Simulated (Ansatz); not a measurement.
# Si3N4 (P6_3/m): band gap by G0W0 on LDA, part 2 of 2

Aim: the quasiparticle gap of Si3N4 (P6_3/m), starting from LDA.

Ansatz 0.2.0; LDA, then G0W0 on it, plane waves, PAW. Known limits of the many-body steps: finite bands, screening cutoff and k mesh; no spin-orbit coupling in G0W0.

So far. Step 2 (The LDA band structure): Over mesh and path the gap is 4.156 eV, from k = (0.000, 0.000, 0.150) to k = Γ. The least direct gap found is 4.356 eV, at k = Γ. On the 6×6×8 mesh alone the same run gives 4.171 eV, so that mesh misses an edge of LDA: 4.171 − 4.156 = +0.015 eV.

In doubt: masses and optical values from hybrid runs of this build are listed as unsure (in some of the runs), which bears on the screening that GW takes from such a start.

### Step 3. One-shot GW

G0W0 replaces the xc potential by a self-energy built once from the orbitals of the start. Levels are corrected in the window of bands that the input names, at points of the mesh.

This step: G0W0 on LDA, plane waves, PAW.

Input file input.yaml:

```yaml
crystal:
  lattice:
    - [7.6044, 0.0, 0.0]
    - [-3.8022, 6.5856035805, 0.0]
    - [0.0, 0.0, 2.9063]
  atoms:
    - { symbol: Si, position: [0.768477, 0.174557, 0.25] }
    - { symbol: Si, position: [0.59392, 0.768477, 0.75] }
    - { symbol: Si, position: [0.825443, 0.59392, 0.25] }
    - { symbol: Si, position: [0.231523, 0.825443, 0.75] }
    - { symbol: Si, position: [0.40608, 0.231523, 0.25] }
    - { symbol: Si, position: [0.174557, 0.40608, 0.75] }
    - { symbol: "N", position: [0.0305, 0.33024, 0.25] }
    - { symbol: "N", position: [0.70026, 0.0305, 0.75] }
    - { symbol: "N", position: [0.66976, 0.70026, 0.25] }
    - { symbol: "N", position: [0.9695, 0.66976, 0.75] }
    - { symbol: "N", position: [0.29974, 0.9695, 0.25] }
    - { symbol: "N", position: [0.33024, 0.29974, 0.75] }
    - { symbol: "N", position: [0.6666666667, 0.3333333333, 0.25] }
    - { symbol: "N", position: [0.3333333333, 0.6666666667, 0.75] }
kpoints:
  mp_grid: { grid: [6, 6, 6] }
hamiltonian:
  xc: lda
  pseudopotentials: { kind: paw, source: ansatz }
scf:
  occupations: { method: fixed }
gw:
  n_empty_bands: 1005
  ecut_chi: 210.0
  qp_bands: [v4, c4]
  qp_kpoints: band_edges
  screening: { model: contour_deformation }
```

Run with:

```
$ ansatz run input.yaml --threads 16 --pin off --max-ram 82944MiB --backend cuda --events-out ev --progress --plain --runs-dir out --devices 1 --max-vram 78GiB
```

Numbers of over 12 decimals in the logs are rounded to 6 here.

Log:

```text
GPUs: using 1 of 1 available (devices: 1).
[...]
Crystal: 14 atoms, lattice volume = 145.546 Å³
Basis set: ecut = 870 eV, 8425 PW (Γ)
Bands: 46, of which v1, the nominal top of the filled ones, is band 32 counted from 1 (31 counted from 0)
Symmetry: 12 space group operations
[...]
k-points: 32 of 216
[...]
SCF iter   1: F=—  HF=-6671.537021 eV  |F-HF|=—  |Δ(HF+E_count)|=         —  Δρ=1.62e-1  dr2=3.72e1  ethr=3.10e-3  ⟨swp⟩=6.0  Hψ=7011  notcnv=0  defer=352
[...]
SCF iter   9: F=-6660.316428 eV  HF=-6660.316428 eV  |F-HF|=1.31e-10  |Δ(HF+E_count)|=   1.33e-7  Δρ=1.61e-6  dr2=3.12e-9  ethr=1.56e-10  ⟨swp⟩=17.1  Hψ=8500  notcnv=0
SCF 1 converged in 9 iterations: F = -6660.316428 eV  dr2 = 3.12e-9
[...]
NSCF: frozen V_eff on 32 k-points, pencils in batches of 32, up to order 184
the band table was solved once the SCF had ended and its energy, with any forces and stress, was formed, with the checks that follow a solve (6817 applications of the Hamiltonian). They found nothing against the state; the energy, forces and stress were not computed again (output.eigenvalues in the input reference)
[...]
NSCF: frozen V_eff on 32 k-points
G₀W₀ screening: q 1/32
[... further progress lines ...]
SCF converged after 9 iterations
Free energy (F): -6660.316428 eV
[...]
20    36     13.2209    -7.8438    -4.6993   -13.5549  0.8250    14.2400    14.2328  root
    22    29      6.3218   -21.1490     3.0725   -17.0008  0.7844     5.2352     5.2462  root
    22    30      6.6728   -21.0897     3.0399   -16.9882  0.7841     5.6007     5.6113  root
    22    31      6.9349   -21.2298     2.9983   -17.1845  0.7848     5.8779     5.8879  root
    22    32      7.2938   -21.3713     2.9253   -17.4283  0.7859     6.2671     6.2762  root
    22    33     12.8727    -7.7274    -4.6943   -13.4573  0.8277    13.9156    13.9083  root
    22    34     13.2059    -7.0287    -4.7176   -12.7585  0.8277    14.2254    14.2181  root
    22    35     13.5245    -7.5306    -4.7685   -13.3529  0.8248    14.5864    14.5783  root
    22    36     13.8223    -6.3953    -4.5563   -11.8954  0.8308    14.7724    14.7661  root
    23    29      6.5166   -20.9687     3.0528   -16.8442  0.7843     5.4340     5.4449  root
    23    30      6.5166   -20.9687     3.0528   -16.8442  0.7843     5.4340     5.4449  root
    23    31      6.9187   -21.1468     2.9743   -17.1257  0.7855     5.8620     5.8719  root
    23    32      6.9187   -21.1468     2.9743   -17.1257  0.7855     5.8620     5.8719  root
    23    33     12.7461    -7.6231    -4.6294   -13.2602  0.8282    13.7606    13.7538  root
    23    34     12.7461    -7.6231    -4.6294   -13.2602  0.8282    13.7606    13.7538  root
    23    35     13.5519    -7.3374    -4.6729   -13.0256  0.8255    14.5745    14.5672  root
    23    36     13.5519    -7.3374    -4.6729   -13.0256  0.8255    14.5745    14.5672  root
    24    29      6.6301   -20.9042     2.9584   -16.8974  0.7852     5.5716     5.5817  root
    24    30      7.1665   -21.3481     2.9018   -17.4343  0.7858     6.1456     6.1545  root
    24    31      7.6856   -21.6224     2.9477   -17.6901  0.7858     6.6928     6.7011  root
    24    32      7.7686   -21.6925     2.9446   -17.7677  0.7859     6.7802     6.7883  root
    24    33     12.5378    -7.8318    -4.6489   -13.5607  0.8269    13.6258    13.6178  root
    24    34     12.6014    -7.7440    -4.6348   -13.4170  0.8280    13.6468    13.6395  root
    24    35     12.7397    -7.7101    -4.7131   -13.4992  0.8272    13.8238    13.8157  root
    24    36     13.1961    -7.7640    -4.7164   -13.4992  0.8253    14.2223    14.2149  root
    27    29      6.5238   -20.9855     3.0500   -16.8644  0.7844     5.4418     5.4527  root
    27    30      6.5238   -20.9855     3.0500   -16.8644  0.7844     5.4418     5.4527  root
    27    31      6.9148   -21.1351     2.9745   -17.1138  0.7854     5.8580     5.8679  root
    27    32      6.9148   -21.1351     2.9745   -17.1138  0.7854     5.8580     5.8679  root
    27    33     12.7421    -7.6179    -4.6200   -13.2423  0.8283    13.7533    13.7465  root
    27    34     12.7421    -7.6179    -4.6200   -13.2423  0.8283    13.7533    13.7465  root
    27    35     13.6237    -7.4620    -4.7330   -13.2299  0.8235    14.6664    14.6585  root
    27    36     13.6237    -7.4620    -4.7330   -13.2299  0.8235    14.6664    14.6585  root
    28    29      6.8623   -21.1153     2.9452   -17.1374  0.7852     5.8200     5.8296  root
    28    30      6.8623   -21.1153     2.9452   -17.1374  0.7852     5.8200     5.8296  root
    28    31      7.7322   -21.6656     2.9458   -17.7377  0.7858     6.7419     6.7501  root
    28    32      7.7322   -21.6656     2.9458   -17.7377  0.7858     6.7419     6.7501  root
    28    33     12.5701    -8.1120    -4.5990   -13.7803  0.8252    13.6473    13.6395  root
    28    34     12.7171    -7.6728    -4.7127   -13.4542  0.8274    13.7937    13.7858  root
    28    35     12.7171    -7.6728    -4.7127   -13.4542  0.8274    13.7937    13.7858  root
[...]
30    33     13.1266    -6.9280    -4.7317   -12.6739  0.8287    14.1480    14.1408  root
    30    34     13.1957    -7.8445    -4.7390   -13.6397  0.8254    14.2597    14.2519  root
    30    35     13.1957    -7.8445    -4.7390   -13.6397  0.8254    14.2597    14.2519  root
    30    36     13.9094    -5.9141    -4.4687   -11.2817  0.8336    14.8140    14.8083  root
    31    29      6.5887   -21.0268     3.0224   -16.9367  0.7854     5.5105     5.5211  root
    31    30      6.5887   -21.0268     3.0224   -16.9367  0.7854     5.5105     5.5211  root
    31    31      6.8891   -21.0966     2.9826   -17.0677  0.7849     5.8328     5.8428  root
    31    32      6.8891   -21.0966     2.9826   -17.0677  0.7849     5.8328     5.8428  root
    31    33     12.8992    -7.8551    -4.6955   -13.5847  0.8258    13.9407    13.9333  root
    31    34     12.8992    -7.8551    -4.6955   -13.5847  0.8258    13.9407    13.9333  root
    31    35     13.6766    -6.7452    -4.6540   -12.3792  0.8280    14.6636    14.6567  root
    31    36     13.6766    -6.7452    -4.6540   -12.3792  0.8280    14.6636    14.6567  root
```

The job ended after 11 min (1 × NVIDIA GB200 (shared by 2 runs) with 16 threads of Arm Neoverse V2, shared host; peak memory 11 GiB).

This step gave:

```
bands summed                                    : 1037
RPA ε∞ on this mesh (eigenvalues)               : 4.077, 4.077, 4.176
plane waves in the screening matrix             : 1021
q-points in the mesh                            : 216
G0W0 gap over the corrected points              : 6.164 eV
k of the valence top                            : 0, 0, 0.1667
k of the conduction bottom                      : 0, 0, 0
starting gap on the mesh                        : 4.145 eV
Z at the valence top                            : 0.7872
Z at the conduction bottom                      : 0.8326
least direct G0W0 gap over the corrected points : 6.386 eV
```

Over 26 of 32 irreducible mesh points the G0W0 gap is 6.164 eV, from k = (0.000, 0.000, 0.167) to k = Γ. The LDA gap of this run on the mesh is 4.145 eV. The two states that bound the G0W0 gap lie that far apart at the start, so the correction of the gap is 6.164 − 4.145 = +2.019 eV. The start of this run differs from the step before in mesh (6×6×8 and 6×6×6), files (soft_2 PAW and hard PAW) and plane-wave cutoff (420 eV and 870 eV).

Labels follow the order of the start: v1 is the top filled band, c1 the lowest empty one; levels that stay degenerate share a row, the window can cut a multiplet, doubted levels are not marked in this list, bands outside the window were not corrected, and the list may be a part of the corrected levels. Levels before and after the correction, in eV, zero at the valence-band top of each column:

```
           conduction bottom  valence top
Kohn-Sham               4.15         0.00
     G0W0               6.16         0.00
```

```csv
,level,occupation,energy (eV)
Kohn-Sham,Γ v3,2,-0.473
Kohn-Sham,Γ v2,2,-0.401
Kohn-Sham,Γ v1,2,-0.202
Kohn-Sham,Γ c1,0,4.145
Kohn-Sham,Γ c2,0,4.602
Kohn-Sham,Γ c3,0,4.752
Kohn-Sham,(0 0 0.167) v3,2,-1.290
Kohn-Sham,(0 0 0.167) v2,2,-1.167
Kohn-Sham,(0 0 0.167) v1,2,0.000
Kohn-Sham,(0 0 0.167) c1,0,5.523
Kohn-Sham,(0 0 0.167) c2-c3,0,5.822
G0W0,Γ v3,2,-0.507
G0W0,Γ v2,2,-0.437
G0W0,Γ v1,2,-0.222
G0W0,Γ c1,0,6.164
G0W0,Γ c2,0,6.324
G0W0,Γ c3,0,6.788
G0W0,(0 0 0.167) v3,2,-1.368
G0W0,(0 0 0.167) v2,2,-1.245
G0W0,(0 0 0.167) v1,2,0.000
G0W0,(0 0 0.167) c1,0,7.238
G0W0,(0 0 0.167) c2-c3,0,7.865
```

The parts of the quasiparticle energy for the two states that bound the G0W0 gap, in eV on the run's own scale (QP = start + Σx + Σc − Vxc, with Σc at the quasiparticle energy):

```
             edge                      k  band   start       Σx      Σc      Vxc      Z      QP
      valence top  (0.000, 0.000, 0.167)    32   8.026  −21.847   2.804  −18.084  0.787   7.068
conduction bottom                      Γ    33  12.171   −7.176  −4.628  −12.865  0.833  13.232
```

### Step 4. The runs together

Each gap is the least one over the points named; times are wall times on shared hosts, not benchmarks. A G0W0 time includes the run's own self-consistent start. Rows marked * are further runs, not shown as steps, whose inputs differ from the G0W0 step on the same start in the columns given; solver thresholds can differ too.

| level | mesh | files, cutoff | bands summed, screening | points | gap (eV) | valence top | conduction bottom | least direct gap (eV) | time |
| --- | --- | --- | --- | --- | --- | --- | --- | --- | --- |
| LDA | 6×6×8 | soft_2 PAW, 420 eV | - | mesh and path | 4.156 | (0.000, 0.000, 0.150) | Γ | 4.356 | 1.2 s |
| G0W0@LDA* | 6×6×6 | hard PAW, 870 eV | 521, 130 eV | 26 of 32 irreducible mesh points | 5.994 | (0.000, 0.000, 0.167) | Γ | 6.226 | 4 min |
| G0W0@LDA | 6×6×6 | hard PAW, 870 eV | 1037, 210 eV | 26 of 32 irreducible mesh points | 6.164 | (0.000, 0.000, 0.167) | Γ | 6.386 | 11 min |
| G0W0@LDA* | 6×6×8 | hard PAW, 870 eV | 521, 130 eV | 34 of 40 irreducible mesh points | 6.011 | (0.000, 0.000, 0.125) | Γ | 6.222 | 5.6 min |

### Step 5. Outcome

```yaml
lda_gap_over_mesh_and_path: 4.156 eV, from k = (0.000, 0.000, 0.150) to k = Γ
g0w0_lda_gap_over_26_of_32_irreducible_mesh_points: 6.164 eV, from k = (0.000, 0.000, 0.167) to k = Γ
gw_settings: 6×6×6 mesh, 1005 empty bands, screening to 210 eV, hard PAW files
known_limits: finite bands, screening cutoff and k mesh; no spin-orbit coupling in G0W0
```

In words: Over 26 of 32 irreducible mesh points the G0W0 gap is 6.164 eV, from k = (0.000, 0.000, 0.167) to k = Γ. The LDA gap of this run on the mesh is 4.145 eV. The two states that bound the G0W0 gap lie that far apart at the start, so the correction of the gap is 6.164 − 4.145 = +2.019 eV. The valence state moves by 7.068 − 8.026 = −0.958 eV and the conduction state by 13.232 − 12.171 = +1.061 eV, on the run's own scale; with 521 bands the edge states move by −0.688 and +1.161 eV, so the split between the edges depends on the bands and cutoff. Over mesh and path, LDA puts the valence top at k = (0.000, 0.000, 0.150), which is no corrected point. The start's gap on the mesh of the G0W0 run, 4.145 eV, is no wider than the 4.156 eV found there (the runs differ in mesh (6×6×8 and 6×6×6), files (soft_2 PAW and hard PAW) and plane-wave cutoff (420 eV and 870 eV)), so it is not shown that this mesh misses an edge. Levels at other points were not corrected, so a lower G0W0 gap elsewhere in the zone is not ruled out. From 521 bands and 130 eV to 1037 bands and 210 eV the gap moves by 6.164 − 5.994 = +0.170 eV; bands and screening cutoff rise together, so their parts are not told apart. Two runs can't test a law of convergence, so the limit is not known. With the 6×6×8 mesh in place of the 6×6×6 mesh and all else as in the G0W0@LDA row with 521 bands, the gap differs by 6.011 − 5.994 = +0.017 eV, and that of the start by 4.163 − 4.145 = +0.018 eV; an edge lies at another k point, so this need not be the shift of one pair of states. G0W0 on other starts in this series, not shown as steps and not all at these settings: 6.812 eV on HSE06 (6×6×6, hard PAW, 1037 bands, 210 eV). The G0W0 runs are scalar-relativistic. G0W0 is shown with one set of atomic data (hard PAW), so the error from the files is not known here.

[Paths, hosts, dates, memory and timing lines, banners, echoed tables and standing remarks are left out of the program output.]

[Logs are printed without paths, hosts, clocks, repeated set-up lines and the standing remarks that a program may print on its own settings, such as how far it seeks lower states.]

[Runs of the session that timed out or met a known fault of the program may be left out.]

[Cells called generated may have been cut or substituted from an entry of the Crystallography Open Database or the Materials Project.]

[Hosts, paths, dates, database ids (printed as entryN), source tags and the programs' standing remarks are cut or masked in the printed files.]

[Where an RPA ε∞ is given, it is that of the G0W0 mesh and is not shown converged in it. Names of k-points follow the symmetry that the program found, which can be lower than the space group named. Band edges on a path are those of the sampled points; other points can move an edge, and change direct to indirect where valleys lie close.]

[Hybrid gaps are those of their k-mesh and are not shown converged in it.]
